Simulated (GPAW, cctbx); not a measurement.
# How far are the atoms of (ZnSe)1(BeTe)1 from free atoms?

Aim: compute the bonding part of the density of (ZnSe)1(BeTe)1, find which reflections carry it, and see how it biases an ordinary refinement.

The cell is a (ZnSe)1(BeTe)1 superlattice along [001] of the zinc-blende type, started at the mean lattice constant and relaxed freely, with no substrate. All numbers below are calculated.

**1. Find the equilibrium geometry**

The density hangs on the geometry, so cell and atoms are relaxed first, with the symmetry held. The cutoff is set higher than for the density because stress converges slowly with plane waves.

Settings: GPAW 26.7.0, PBE, 570 eV, 6×6×4 k-points (along the axes of the calculation cell), Fermi–Dirac width 0.1 eV, BFGS to 0.03 eV/Å.

```text
cell
1.0
     4.030508653    0.000000000    0.000000000
     0.000000000    4.030508653    0.000000000
     0.000000000    0.000000000    5.700000000
Zn Se Be Te
1 1 1 1
Direct
0.000000000 0.000000000 0.000000000
0.500000000 0.000000000 0.250000000
0.500000000 0.500000000 0.500000000
0.000000000 0.500000000 0.750000000
```

```console
$ OMP_NUM_THREADS=1 mpirun -n 4 gpaw python run.py > gpaw.log
```

```text
BFGS:    0      -13.414536        1.734087
BFGS:    1      -13.503322        1.377255
BFGS:    2      -13.703692        0.355342
BFGS:    3      -13.710132        0.260289
...
BFGS:   11      -13.721120        0.037500
BFGS:   12      -13.721174        0.033873
BFGS:   13      -13.721234        0.028119
cell  4.0304 4.0050 5.7118  90.00 90.00 90.00
volume 92.197 A^3, largest force 0.014 eV/A, largest stress 0.20 GPa
```

After 13 steps the volume has changed by -0.4 % and the energy by -0.307 eV; the largest stress left is 0.20 GPa. It took 2.2 min on 4 cores of Arm Neoverse V2 (shared host), peak memory 1.1 GiB.

Relaxed structure: Pmm2 (no. 25), a = 4.0050 Å, b = 4.0304 Å, c = 5.7118 Å, α = 90.00°, β = 90.00°, γ = 90.00°.

```csv
atom,mult.,x,y,z
Te1,1,1/2,0,0.2751
Se1,1,0,1/2,0.7261
Zn1,1,0,0,0.9808
Be1,1,1/2,1/2,0.5181
```

**2. Density and charge transfer**

X-rays see the whole electron density, so the PAW density is rebuilt with its core regions. Subtracting spherical free atoms from the same code cancels the cores and leaves the deformation density Δρ, the part due to bonding.

Settings: PBE, 450 eV, 6×6×5 k-points (along the axes of the calculation cell), Fermi–Dirac width 0.1 eV; primitive cell of 4 atoms.

```console
$ OMP_NUM_THREADS=1 mpirun -n 4 gpaw python run.py > gpaw.log
```

```text
|iter:   1|       0s |  -14.020985 | +0.25 |       |
|iter:   2|       1s |  -13.944375 | -1.68 | -1.17 |
|iter:   3|       2s |  -13.697875 | -1.58 | -1.21 |
...
|iter:   8|       5s |  -13.697066c| -5.98 | -3.73 |
|iter:   9|       5s |  -13.697066c| -6.87 | -4.29c|
|iter:  10|       6s |  -13.697066c| -7.53c| -4.96c|
```

```text
grid (40, 40, 56)  electrons 120.000  moved by bonding 0.777 e
deformation density beyond 0.5 A of the nuclei: max 0.123, min -0.077 e/A^3
atom        x       y       z   Voronoi charge  moment
Te1    0.5000  0.0000  0.2751     -0.064       0.00
Se2    0.0000  0.5000  0.7261     -0.146       0.00
Zn3    0.0000  0.0000  0.9808      0.198       0.00
Be4    0.5000  0.5000  0.5181      0.012       0.00
mean inner potential of superposed free atoms 14.014 V
total magnetic moment 0.000 muB
```

Deformation density in a plane through the shortest contact of the Se atom at the origin, in 0.01 e/Å³ (clipped at ±99); x from -1.6 to 3.9 Å, y from 2.4 down to -2.4 Å:

```text
  0   .   .  -2  -3  -2  -1  -1  -1  -1  -1  -1  -1  -1  -1  -1
  5   .   .  -2  -3  -2  -1  -1  -1  -1  -1  -1  -1  -1  -1  -1
 -2   3   4   2   0   0  -1  -1  -1  -1  -1  -1  -1  -1  -1  -1
 -3  -1   6   9   7   2   0   0  -1  -2  -2  -1   0   0  -1  -1
 -1   2   8  12   7   1   1   2   0  -3  -4  -2  -1  -1  -1  -1
 -1   1   2   1   .  -3   2   8   5   0   2   .  -1  -3  -2  -1
 -1  -1  -3  -3   .   .   2  12   9   4   .   .   1  -4  -3  -2
 -1  -1  -1  -2   .  -3   0   7   5   0   2   .   2   0   0  -1
  0   0   1   2  -1  -3  -1   1   0  -3  -3   3   8   7   3   0
 -1   0   1   2   1  -1  -1  -1  -1  -2   0   6  11  10   3   1
 -1  -1   0   0   0  -1  -1  -1  -1  -1   0   2   3  -1  -2   0
 -1  -1  -1  -1  -1  -1  -1  -1  -1  -1  -1  -2  -4   .   .  -2
 -1  -1  -1  -1  -1  -1  -1  -1  -1  -1  -1  -1  -2   .   .  -2
```

Atoms in or within 0.15 Å of the plane: Se (3.4, -2.0), Se (0.0, 0.0), Be (2.3, 0.0), Be (-1.1, 2.0) Å. Dots mark points within about 0.45 Å of a nucleus; large values next to them are atomic features.

Se gains most (-0.15 e) and Zn loses most (+0.20 e); Se is the most electronegative element, but the order of the others doesn't follow electronegativity. Such charges fall far short of formal ones, since overlapping free atoms already put density on their neighbours. Along the shortest contact from the Se atom at the map's origin, Se–Be at 2.33 Å, Δρ is +0.12 e/Å³ at the midpoint and highest, +0.12, 1.05 Å from Se (points within 0.5 Å of a nucleus left out): a bond charge, the mark of covalency. At the midpoints of other shortest contacts it is +0.11 (Te–Be, 2.45 Å), +0.09 (Se–Zn, 2.48 Å) and +0.09 (Te–Zn, 2.61 Å) e/Å³. Point values carry grid noise of about 0.01 e/Å³. The run needed 10 iterations, 9.6 s.

**3. From the density to structure factors**

The Fourier components of Δρ, added to those of the free atoms, give the static X-ray structure factors; the Mott–Bethe relation turns them into the Fourier components V of the potential that fast electrons feel.

```text
static structure factors of the conventional cell: F in electrons, V (Mott-Bethe) in volts
   h  k  l      d  |F| table  |F| free   |F| DFT   change   |V| free  |V| DFT  change %
   0  0  1  5.7118    17.970    17.985    17.903   -0.083     1.167    1.177      0.9
   0  1  0  4.0304    40.537    40.552    40.380   -0.172     2.785    2.923      5.0
   1  0  0  4.0050     8.101     8.068     7.976   -0.092     0.054    0.019    -65.2
   0  1  1  3.2931    74.609    74.656    74.939    0.283     6.868    6.716     -2.2
   1  0  1  3.2792    81.790    81.832    82.085    0.253     7.327    7.193     -1.8
   0  0  2  2.8559    42.556    42.622    42.713    0.090     3.164    3.127     -1.2
   1  1  0  2.8409    43.744    43.820    43.949    0.129     3.282    3.230     -1.6
   1  1  1  2.5436    37.248    37.185    37.052   -0.132     2.432    2.474      1.8
   0  1  2  2.3302    27.607    27.568    27.468   -0.100     2.092    2.115      1.1
   1  0  2  2.3253    37.499    37.431    37.268   -0.163     2.284    2.325      1.8
   0  2  0  2.0152    88.270    88.157    88.012   -0.145     6.429    6.458      0.5
   1  1  2  2.0141    84.520    84.410    84.285   -0.124     6.158    6.183      0.4
   2  0  0  2.0025    88.064    87.949    87.800   -0.149     6.390    6.419      0.5
   0  0  3  1.9039    51.066    50.941    50.831   -0.110     3.180    3.200      0.6
```

The largest X-ray change is +0.28 e on 011, 0.4 % of |F|. For electrons V goes as (Z − F)/g², so a change of F counts against Z − F, which is small at low angle and wherever the atoms' terms cancel: |V| of 010 moves by +5.0 % (2.79 to 2.92 V) against -0.4 % in |F|. The last three rows still change by up to 0.15 e; the table stops while the angles are still low. The tabulated Hartree–Fock atoms differ from the free DFT atoms by up to 0.12 e, so the choice of reference atom matters too.

**4. Which functional?**

The same geometry is run with other functionals, to see whether the bonding signal is larger than the spread between approximations. Free atoms are LDA for LDA and PBE otherwise; meta-GGAs and hybrids keep PBE cores. Any other changed setting is in the row's label.

```csv
run,ΔF 011 (e),ΔF 101 (e),ΔF 010 (e),q(Se) (e),moved (e),time
PBE,+0.283,+0.253,-0.172,-0.146,0.777,9.6 s
LDA,+0.259,+0.229,-0.176,-0.133,0.745,8.7 s
r2SCAN,+0.302,+0.274,-0.164,-0.188,0.847,20 s
```

At the base's settings ΔF(011) spans +0.259 to +0.302 e, a spread of 15 % of the PBE value; over the three listed reflections the spread is at most 18 %, so sign and size hold across the functionals. Times are from shared hosts.

**5. Refining ordinary atoms against data with bonding**

Routine crystallography fits spherical atoms. To see the bias, intensities are simulated from tabulated atoms plus the DFT change ΔF, so that bonding alone can misfit (4196 reflections of the full sphere, merged to the counts below, to 0.45 Å, 0.5 % proportional noise plus counting noise, assumed isotropic U as listed, Δρ smeared by the mean U) and refined with cctbx over different ranges.

| range | data | R1 | GooF | U Te1 (true 0.004) | U Se1 (true 0.0047) | U Zn1 (true 0.0049) | U Be1 (true 0.0083) | largest shift (Å) | Δρ max, min (e/Å³) |
| --- | --- | --- | --- | --- | --- | --- | --- | --- | --- |
| all data | 1229 | 0.0045 | 0.98 | 0.0040 | 0.0047 | 0.0049 | 0.0087 | 0.0011 | 0.21, -0.27 |
| low resolution, d > 0.84 | 221 | 0.0033 | 1.07 | 0.0040 | 0.0045 | 0.0047 | 0.0089 | 0.0023 | 0.14, -0.13 |
| high order, d < 0.75 | 930 | 0.0052 | 0.96 | 0.0040 | 0.0047 | 0.0049 | 0.0087 | 0.0017 | 0.21, -0.24 |
| occupancies free, d > 0.7 | 354 | 0.0034 | 1.04 | 0.0040 | 0.0046 | 0.0049 | 0.0085 | 0.0013 | 0.16, -0.16 |

With all data GooF is 0.98, so at this noise the bonding hardly shows; the top residual peak, near noise level, lies 1.70 Å from Zn and 2.33 Å from Te. No U is off by more than 3 s.u. at low resolution. With Te1 held at 1 and the scale free, the other occupancies refine to Se1 1.000(0.002), Zn1 0.999(0.002) and Be1 1.000(0.016), within three s.u. of full.

**6. Answer**

Bonding moves 0.78 e in the primitive cell of (ZnSe)1(BeTe)1 and changes the structure factors of the conventional cell in the table above by at most 0.28 e (011, 0.4 %), and among reflections above 2 % of the strongest by up to 1.1 % (100). The shortest bond, Se–Be, has Δρ = +0.12 e/Å³ at its midpoint, a covalent bond charge. At the base's settings ΔF(011) spans +0.259 to +0.302 e, a spread of 15 % of the PBE value; over the three listed reflections the spread is at most 18 %, so sign and size hold across the functionals. With all data GooF is 0.98, so at this noise the bonding hardly shows. Limits: static density, frozen cores, no spin–orbit coupling.

[Outputs are excerpts: Python notices, other lines and further rows are left out; steps that failed or that the build refused (PBEsol, TPSS) are not shown.]

[Logs are printed without paths, hosts, clocks, repeated set-up lines and the standing remarks that a program may print on its own settings, such as how far it seeks lower states.]
